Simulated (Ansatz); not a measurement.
# Optical response of La3InP (model structure), part 2 of 2

Aim: the dielectric function of La3InP (model structure), and the optical constants that follow from it. The structure is a model built here, which may or may not match a known phase. It was built so: All N replaced by P and Sc replaced by La in the Pm-3m structure of Sc3InN.

Ansatz 0.2.0; DFT, PBE, plane-wave PAW, default files, scalar-relativistic, independent-particle optical response without local fields.

So far: The starting structure; Relaxation. The relaxed cell has a = 5.602 Å (conventional setting).

## (3) Ground state and bands

First the ground state: is it a metal or has it a gap?

This step: DFT, PBE, plane-wave PAW, default files, scalar-relativistic, ground state (Ansatz 0.2.0).

Contents of input.yaml:

```yaml
crystal:
  lattice:
    - [5.6023883336, 0.0, 0.0]
    - [0.0, 5.6023883336, 0.0]
    - [0.0, 0.0, 5.6023883336]
  atoms:
    - { symbol: La, position: [0.5, 0.0, 0.5] }
    - { symbol: La, position: [0.0, 0.5, 0.5] }
    - { symbol: La, position: [0.5, 0.5, 0.0] }
    - { symbol: In, position: [0.0, 0.0, 0.0] }
    - { symbol: P, position: [0.5, 0.5, 0.5] }
kpoints:
  mp_grid: { grid: [4, 4, 4] }
  band_path:
    path:
      - [[0.0, 0.0, 0.0], [0.0, 0.5, 0.0], [0.5, 0.5, 0.0], [0.0, 0.0, 0.0], [0.5, 0.5, 0.5], [0.0, 0.5, 0.0]]
      - [[0.5, 0.5, 0.0], [0.5, 0.5, 0.5]]
    npoints: 11
scf:
  occupations: { method: fermi_dirac, width: 0.05 }
  n_extra_bands: 9
hamiltonian:
  xc: pbe
  pseudopotentials: { kind: paw }
output:
  forces: true
  stress: true
  populations: true
  write_bands: true
  write_density: true
  write_potential: true
  elf: true
  volumetric_format: npy
```

The run is started by

```console
$ ansatz run input.yaml --threads 2 --pin off --max-ram 5120MiB --backend cpu --events-out ev --progress --plain --runs-dir out
```

Numbers of over 12 decimals in the logs are rounded to 6 here.

The log of the run:

```text
La: projections on atomic orbitals take those of the free atom [Kr 4d10] 4f0 5s2 5p6 5d1 6s2, of charge +0.00 (hamiltonian.pseudopotentials.projection_atoms); the dataset's partial waves leave at most 1.9e-5 of an orbital's norm unspanned inside its sphere
[...]
Crystal: 5 atoms, lattice volume = 175.841 Å³
Basis set: ecut = 420 eV, 3407 PW (Γ), exchange–correlation on 80×80×80 points (8 copies of the dense FFT grid, shifted against one another)
Bands: 35, of which v1, the nominal top of the filled ones, is band 26 counted from 1 (25 counted from 0)
Symmetry: 48 space group operations
[...]
k-points: 10 of 64
[...]
SCF iter   1: F=—  HF=-25107.385627 eV  |F-HF|=—  |Δ(HF+E_count)|=         —  Δρ=3.07e-3  dr2=5.48e-2  ethr=1.77e-3  ⟨swp⟩=7.4  Hψ=1737  notcnv=0  defer=1
[...]
SCF iter   6: F=-25107.377296 eV  HF=-25107.377296 eV  |F-HF|=2.09e-8  |Δ(HF+E_count)|=   1.01e-6  Δρ=5.28e-6  dr2=5.54e-8  ethr=1.96e-10  ⟨swp⟩=19.8  Hψ=3100  notcnv=0
SCF 1 converged in 6 iterations: F = -25107.377296 eV  dr2 = 5.54e-8
[...]
NSCF: frozen V_eff on 68 k-points
SCF converged after 6 iterations
Free energy (F): -25107.377296 eV
[...]
Internal energy: -25107.338838 eV  (E = F + TS)
E sigma→0 (E₀):  -25107.358067 eV
Entropy (-TS):   -0.038458 eV (-7.692 meV/atom)
Fermi energy:    8.832271 eV
[...]
--- Stress (GPa, compression-positive) ---
        0.014439      -0.000000       0.000000
        0.000000       0.014439       0.000000
        0.000000       0.000000       0.014439
  P = ⅓ Tr σ = 0.0144 GPa (0.144 kbar)
--- Band table (eV; the first three rows and the last of 10) ---
  k-point 0: bands = [... 22 lower, 8.0727, 8.0727, 8.0727, 8.4513, 8.4513, 9.6418, 9.6418, 9.6418, ... 5 higher]
  k-point 1: bands = [... 22 lower, 7.7481, 8.1622, 8.3389, 8.3389, 8.8626, 9.5274, 9.6772, 9.6772, ... 5 higher]
  k-point 2: bands = [... 22 lower, 7.2156, 8.2669, 8.3430, 8.3430, 9.5262, 10.0361, 10.1097, 10.1097, ... 5 higher]
  k-point 9: bands = [... 22 lower, 8.9152, 8.9152, 8.9152, 9.7566, 9.7566, 9.7566, 10.1778, 10.1778, ... 5 higher]
--- Löwdin populations: 5 sites ---
  site symbol       q [e]
     0     La     10.6900
     1     La     10.6900
     2     La     10.6900
     3     In     13.7411
     4      P      5.0812
  spilling = 0.002114 (of n_electrons = 51.000000)
```

Run time: 8 s. Hardware: 2 threads of Arm Neoverse V2, shared host; peak memory 0.54 GiB; 16 s of CPU time.

Numbers from this step:

```
free energy         : -25107.3773 eV
Fermi energy        : 8.832 eV
electrons           : 51
symmetry operations : 48
pressure            : 0.01444 GPa
volume              : 175.8 Å³
gap on the path     : 0 eV
```

There are states at the Fermi level within the smearing, so the occupations stay smeared and the carriers get a Drude term. The cell is left with a pressure of 0.0 GPa after its relaxation.

Electronic bands along the path, in eV, zero at the Fermi level; # counts the bands kept:

| point | #5 | #6 | #7 | #8 | #9 | #10 | #11 | #12 |
| --- | --- | --- | --- | --- | --- | --- | --- | --- |
| Γ | -1.21 | -0.76 | -0.76 | -0.76 | -0.38 | -0.38 | 0.81 | 0.81 |
| 0.55 of the way | -1.50 | -1.20 | -0.66 | -0.48 | -0.48 | 0.10 | 0.74 | 0.88 |
| X | -1.62 | -1.62 | -0.56 | -0.49 | -0.49 | 0.69 | 1.20 | 1.28 |
| 0.55 of the way | -1.87 | -1.37 | -0.74 | -0.59 | 0.06 | 0.70 | 0.74 | 1.17 |
| M | -2.00 | -0.95 | -0.95 | -0.68 | 0.56 | 0.56 | 1.18 | 1.18 |
| 0.55 of the way | -1.67 | -0.97 | -0.69 | -0.53 | -0.29 | 0.00 | 0.57 | 0.79 |
| Γ | -1.21 | -0.76 | -0.76 | -0.76 | -0.38 | -0.38 | 0.81 | 0.81 |
| 0.45 of the way | -2.50 | -1.09 | -0.46 | -0.46 | 0.01 | 0.01 | 0.54 | 1.27 |
| R | -3.99 | 0.08 | 0.08 | 0.08 | 0.92 | 0.92 | 0.92 | 1.35 |
| 0.45 of the way | -3.03 | -0.93 | -0.80 | -0.14 | 0.47 | 0.77 | 0.93 | 1.23 |
| X | -1.62 | -1.62 | -0.56 | -0.49 | -0.49 | 0.69 | 1.20 | 1.28 |
| jump to M | -2.00 | -0.95 | -0.95 | -0.68 | 0.56 | 0.56 | 1.18 | 1.18 |
| 0.45 of the way | -2.90 | -0.64 | -0.64 | -0.37 | 0.79 | 0.79 | 1.16 | 1.24 |
| R | -3.99 | 0.08 | 0.08 | 0.08 | 0.92 | 0.92 | 0.92 | 1.35 |

ELF in the ac plane at fractional y = 0.500, with atoms of La and P within 0.2 Å of it. It is the smooth field of the valence electrons, not physical close to the nuclei.

Ten even steps from '0' (0.01) to '9' (0.83), each cell a mean:
```
4310399427961124
2210169989840012
1000025777410001
1100122333211001
7521256666641146
9972389999962489
5894389437963797
0595387003963782
2795388204963794
8983389879962599
9841378888852269
3210133333321013
0000013554210000
1110148999720011
4310289758951023
5410398205971124
```
Atoms in or near the plane, at fractional coordinates: La at (0.00, 0.50), La at (0.50, 0.00), P at (0.50, 0.50).

Valence density in the ac plane at fractional y = 0.500, with atoms of La and P within 0.2 Å of it. It is the smooth field of the valence electrons, not physical close to the nuclei.

Values in e/Å³, 16 rows by 16 columns, each cell a mean:
```
0.0 0.0 0.0 0.1 0.2 0.7 1.5 1.6 1.5 1.6 1.2 0.4 0.1 0.1 0.0 0.0
0.0 0.0 0.0 0.1 0.1 0.4 1.1 1.5 1.5 1.4 0.8 0.3 0.1 0.0 0.0 0.0
0.1 0.1 0.0 0.1 0.1 0.2 0.5 0.8 0.9 0.7 0.3 0.1 0.1 0.0 0.0 0.1
0.1 0.1 0.1 0.1 0.1 0.1 0.2 0.3 0.4 0.3 0.2 0.1 0.1 0.1 0.1 0.1
0.5 0.3 0.2 0.1 0.1 0.2 0.3 0.4 0.4 0.3 0.2 0.1 0.1 0.1 0.3 0.4
1.3 1.1 0.6 0.2 0.2 0.3 0.5 0.6 0.7 0.6 0.4 0.2 0.2 0.3 0.8 1.2
1.6 1.6 1.1 0.4 0.3 0.4 0.7 0.6 0.5 0.7 0.6 0.3 0.3 0.7 1.4 1.6
1.4 1.6 1.3 0.6 0.3 0.5 0.7 0.3 0.2 0.5 0.7 0.4 0.4 0.9 1.5 1.5
1.5 1.6 1.2 0.5 0.3 0.5 0.7 0.4 0.3 0.6 0.6 0.4 0.3 0.8 1.5 1.6
1.6 1.4 0.8 0.3 0.2 0.4 0.6 0.7 0.7 0.7 0.5 0.3 0.2 0.5 1.1 1.5
0.8 0.6 0.3 0.2 0.1 0.2 0.4 0.5 0.5 0.4 0.3 0.2 0.1 0.2 0.4 0.7
0.2 0.2 0.1 0.1 0.1 0.1 0.2 0.3 0.3 0.3 0.2 0.1 0.1 0.1 0.1 0.2
0.1 0.1 0.1 0.1 0.1 0.2 0.3 0.5 0.6 0.4 0.2 0.1 0.1 0.1 0.1 0.1
0.0 0.0 0.0 0.1 0.1 0.3 0.8 1.2 1.3 1.1 0.6 0.2 0.1 0.0 0.0 0.0
0.0 0.0 0.0 0.1 0.2 0.6 1.4 1.6 1.6 1.6 1.1 0.3 0.1 0.1 0.0 0.0
0.0 0.0 0.0 0.1 0.2 0.8 1.6 1.5 1.4 1.6 1.3 0.5 0.1 0.1 0.0 0.0
```
Atoms in or near the plane, at fractional coordinates: La at (0.00, 0.50), La at (0.50, 0.00), P at (0.50, 0.50).

## (4) Spectrum

The spectrum is a sum over vertical transitions between filled and empty bands at the fixed density, so many empty bands are needed.

This step: DFT, PBE, plane-wave PAW, default files, scalar-relativistic, independent-particle optical response without local fields (Ansatz 0.2.0).

input.yaml, the sections that differ from step 3:

```yaml
kpoints:
  mp_grid: { grid: [5, 5, 5] }
scf:
  occupations: { method: fermi_dirac, width: 0.1 }
output:
  optics:
    e_range: [0, 40]
    de: 0.05
    sigma: 0.2
    drude_damping: 0.2
    nscf_kmesh: { grid: [6, 6, 6] }
    bands: auto
# crystal, hamiltonian: as in step 3
```

The log of the run:

```text
[...]
Crystal: 5 atoms, lattice volume = 175.841 Å³
Basis set: ecut = 420 eV, 3407 PW (Γ)
Bands: 31, of which v1, the nominal top of the filled ones, is band 26 counted from 1 (25 counted from 0)
Symmetry: 48 space group operations
[...]
k-points: 10 of 125
[...]
SCF iter   1: F=—  HF=-25107.456698 eV  |F-HF|=—  |Δ(HF+E_count)|=         —  Δρ=2.97e-3  dr2=4.62e-2  ethr=1.77e-3  ⟨swp⟩=6.3  Hψ=1509  notcnv=0
[...]
SCF iter  10: F=-25107.449236 eV  HF=-25107.449236 eV  |F-HF|=3.64e-12  |Δ(HF+E_count)|=  9.82e-11  Δρ=4.68e-8  dr2=4.67e-12  ethr=1.00e-12  ⟨swp⟩=8.3  Hψ=1344  notcnv=0
SCF 1 converged in 10 iterations: F = -25107.449236 eV  dr2 = 4.67e-12
[...]
output.optics: what the bands over the 137 summed would add to eps1, eps2 and the energy-loss function is held between a lower and an upper bound (8 Lanczos steps). eps1, eps2 and their loss function (loss_summed_bands) are given on every row as the summed bands alone make them. Along an axis, on a row where the two bounds hold the loss function to about 1 % of the greater of itself and 0.5 % of |1/eps|, its cell (loss_completed) is given, with the completed eps1 and eps2 that it is formed of (a cell that is left empty reads nan in the table and null in the record). The two bounds hold it so along every axis on all 542 rows up to 27.100 eV. [rest of the remark cut]
SCF converged after 10 iterations
Free energy (F): -25107.449236 eV
[...]
Internal energy: -25107.318930 eV  (E = F + TS)
E sigma→0 (E₀):  -25107.384083 eV
Entropy (-TS):   -0.130306 eV (-26.061 meV/atom)
Fermi energy:    8.778193 eV
[...]
--- Band table (eV; the first three rows and the last of 10) ---
  k-point 0: bands = [... 22 lower, 8.0762, 8.0762, 8.0762, 8.4525, 8.4525, 9.6393, 9.6393, 9.6393, ... 1 higher]
  k-point 1: bands = [... 22 lower, 7.9883, 8.1367, 8.2999, 8.2999, 8.7223, 9.4578, 9.6321, 9.6321, ... 1 higher]
  k-point 2: bands = [... 22 lower, 7.2428, 8.2492, 8.3525, 8.3525, 9.3561, 9.9144, 9.9643, 9.9643, ... 1 higher]
  k-point 9: bands = [... 22 lower, 8.3036, 8.7103, 8.7103, 9.7319, 9.7319, 9.8439, 10.0713, 10.0713, ... 1 higher]
```

Run time: 2.3 min. Hardware: 2 threads; peak memory 2 GiB; 4.6 min of CPU time.

Read-outs, printed or worked out from the files:

| Item | Value |
| --- | --- |
| main peak of the optical conductivity above 1 eV, first axis | 19.52 eV |
| centre of weight of the strongest loss peak in the window | 24.45 eV |
| Drude plasma energy, first axis | 2.692 eV |
| bands summed | 137 |
| spectra valid up to | 29.13 eV |
| program's estimate of the k-sum error in Im epsilon | 0.14 % |
| electrons in the f-sum | 45.43 |

The Im ε, any direction has structure finer than the step of the table below, so its rows give means over 1 eV, whole bins alone (the curve runs from 0.3 to 27.1 eV). Peaks (eV: height): 1.1: 36.1.

The Im ε, any direction by photon energy; means over each step:

| photon energy (eV) | Im ε, any direction |
| --- | --- |
| 1 | 30.8 |
| 2 | 13.8 |
| 3 | 11.0 |
| 4 | 7.45 |
| 5 | 4.70 |
| 6 | 2.66 |
| 7 | 2.87 |
| 8 | 1.77 |
| 9 | 1.17 |
| 10 | 0.908 |
| 11 | 0.541 |
| 12 | 0.538 |
| 13 | 0.350 |
| 14 | 0.371 |
| 15 | 0.369 |
| 16 | 0.272 |
| 17 | 1.40 |
| 18 | 1.73 |
| 19 | 2.11 |
| 20 | 1.35 |
| 21 | 1.22 |
| 22 | 1.13 |
| 23 | 0.587 |
| 24 | 0.464 |
| 25 | 0.389 |
| 26 | 0.297 |

The Re ε, any direction by photon energy:

photon energy (eV), Re ε, any direction and a bar from the least value:
```
        1       12.9 ##############################
        2       -3.4 
        3        2.3 ##########
        4       -2.2 ##
        5       -2.6 ##
        6       -1.6 ###
        7       -1.0 ####
        8       -1.1 ####
        9       -0.6 #####
       10       -0.2 ######
       11        0.1 ######
       12        0.5 #######
       13        0.6 #######
       14        0.9 ########
       15        1.0 ########
       16        1.7 #########
       17        2.2 ##########
       18        1.1 ########
       19        1.2 ########
       20       -0.6 #####
       21        0.7 ########
       22       -0.1 ######
       23       -0.1 ######
       24        0.3 #######
       25        0.2 #######
       26        0.4 #######
       27        0.4 #######
```

Refractive index n and extinction k against photon energy:

| photon energy (eV) | n | k |
| --- | --- | --- |
| 1 | 5.04 | 3.53 |
| 2 | 2.23 | 2.89 |
| 3 | 2.64 | 2.16 |
| 4 | 1.60 | 2.17 |
| 5 | 1.17 | 1.98 |
| 6 | 0.815 | 1.50 |
| 7 | 1.05 | 1.46 |
| 8 | 0.721 | 1.28 |
| 9 | 0.592 | 0.980 |
| 10 | 0.628 | 0.802 |
| 11 | 0.549 | 0.486 |
| 12 | 0.785 | 0.390 |
| 13 | 0.812 | 0.182 |
| 14 | 0.941 | 0.183 |
| 15 | 1.01 | 0.217 |
| 16 | 1.30 | 0.0640 |
| 17 | 1.56 | 0.502 |
| 18 | 1.27 | 0.728 |
| 19 | 1.32 | 0.763 |
| 20 | 0.524 | 0.947 |
| 21 | 1.03 | 0.602 |
| 22 | 0.655 | 0.752 |
| 23 | 0.462 | 0.574 |
| 24 | 0.643 | 0.348 |
| 25 | 0.576 | 0.319 |
| 26 | 0.637 | 0.229 |
| 27 | 0.649 | 0.157 |

The loss function −Im 1/ε at q → 0, any direction has structure finer than the step of the table below, so its rows give means over 1 eV, whole bins alone (the curve runs from 0.3 to 27.1 eV). Peaks (eV: height): 11.1: 1.89, 20.3: 1.75, 23.2: 2.22, 24.9: 2.03.

The loss function −Im 1/ε at q → 0, any direction by energy loss; means over each step:

| energy loss (eV) | loss function −Im 1/ε at q → 0, any direction |
| --- | --- |
| 1 | 0.0290 |
| 2 | 0.0760 |
| 3 | 0.0894 |
| 4 | 0.121 |
| 5 | 0.166 |
| 6 | 0.305 |
| 7 | 0.303 |
| 8 | 0.428 |
| 9 | 0.700 |
| 10 | 1.04 |
| 11 | 1.70 |
| 12 | 1.14 |
| 13 | 0.709 |
| 14 | 0.400 |
| 15 | 0.288 |
| 16 | 0.0844 |
| 17 | 0.227 |
| 18 | 0.389 |
| 19 | 0.359 |
| 20 | 0.874 |
| 21 | 0.659 |
| 22 | 0.905 |
| 23 | 1.73 |
| 24 | 1.76 |
| 25 | 1.89 |
| 26 | 1.49 |

Values under 1 per cm are given as 1. Table of absorption coefficient, any direction by photon energy:

| photon energy (eV) | absorption coefficient, any direction (1/cm) |
| --- | --- |
| 1.00 | 3.6e5 |
| 2.00 | 5.9e5 |
| 3.00 | 6.6e5 |
| 4.00 | 8.8e5 |
| 5.00 | 1.0e6 |
| 6.00 | 9.1e5 |
| 7.00 | 1.0e6 |
| 8.00 | 1.0e6 |
| 9.00 | 8.9e5 |
| 10.00 | 8.1e5 |
| 11.00 | 5.4e5 |
| 12.00 | 4.7e5 |
| 13.00 | 2.4e5 |
| 14.00 | 2.6e5 |
| 15.00 | 3.3e5 |
| 16.00 | 1.0e5 |
| 17.00 | 8.6e5 |
| 18.00 | 1.3e6 |
| 19.00 | 1.5e6 |
| 20.00 | 1.9e6 |
| 21.00 | 1.3e6 |
| 22.00 | 1.7e6 |
| 23.00 | 1.3e6 |
| 24.00 | 8.5e5 |
| 25.00 | 8.1e5 |
| 26.00 | 6.0e5 |
| 27.00 | 4.3e5 |

From ε follow the optical constants at some laser and lamp lines:

| wavelength (nm) | n | k | R (%) | 1/α |
| --- | --- | --- | --- | --- |
| 1550 | 5.16 | 2.960 | 55.8 | 42 nm |
| 1064 | 4.39 | 3.933 | 60.6 | 22 nm |
| 800 | 2.99 | 3.607 | 58.7 | 18 nm |
| 633 | 2.29 | 2.963 | 53.3 | 17 nm |
| 532 | 2.11 | 2.270 | 43.1 | 19 nm |
| 450 | 2.47 | 1.971 | 38.0 | 18 nm |
| 193 | 1.08 | 1.206 | 25.3 | 13 nm |

A polished face would reflect 46 % of daylight and look faintly orange (CIE x = 0.340, y = 0.345 under D65).

## (5) What came out

| Item | Value |
| --- | --- |
| gap on the path | 0 eV |
| main peak of the optical conductivity above 1 eV, first axis | 19.5 eV |
| Drude plasma energy, first axis | 2.69 eV |
| centre of weight of the strongest loss peak in the window, first axis | 24.4 eV |

**Reading.** At this level (PBE, independent particles) La3InP is a metal with a Drude plasma energy of 2.7 eV; it reflects 45 % at 550 nm. The cell grew by 20.7 % in volume. Along x the bare Drude plasma energy is 2.7 eV; Re ε first rises through zero at 0.40 eV, far lower, because interband transitions screen the carriers. Im ε is 36 there, so the loss peak at that energy is weak. The strongest loss structure up to 27 eV has its centre of weight at 24.4 eV; a free-electron gas of the 45.4 electrons in the f-sum would put its plasmon at 18.9 eV. A polished face would reflect 46 % of daylight and look faintly orange (CIE x = 0.340, y = 0.345 under D65). In the base run ε includes the program's bounded estimate of what the bands above those summed add. The carriers' damping of 0.2 eV is typed, not computed; at 0.8 eV the carriers give 9 % of Im ε along the first axis; the rest comes from the sum over bands, which at low energy also holds close bands and the noise of the mesh. Spin-orbit coupling is left out although heavy atoms are present. The cell grew by 21 % in the relaxation, which can come from the guessed start or, where layers or molecules are weakly bound, from the missing dispersion term; a larger cell lowers ε. The Fermi-Dirac width of 0.1 eV acts as an electron temperature of 1200 K in the carriers' term. Besides steps told in other documents, this task had 1 step that ran out of time; those not told in a step above aren't shown.

[Logs are printed without paths, hosts, clocks, repeated set-up lines and the standing remarks that a program may print on its own settings, such as how far it seeks lower states.]

[Hosts, paths, dates, database ids (printed as entryN), source tags and the programs' standing remarks are cut or masked in the printed files.]
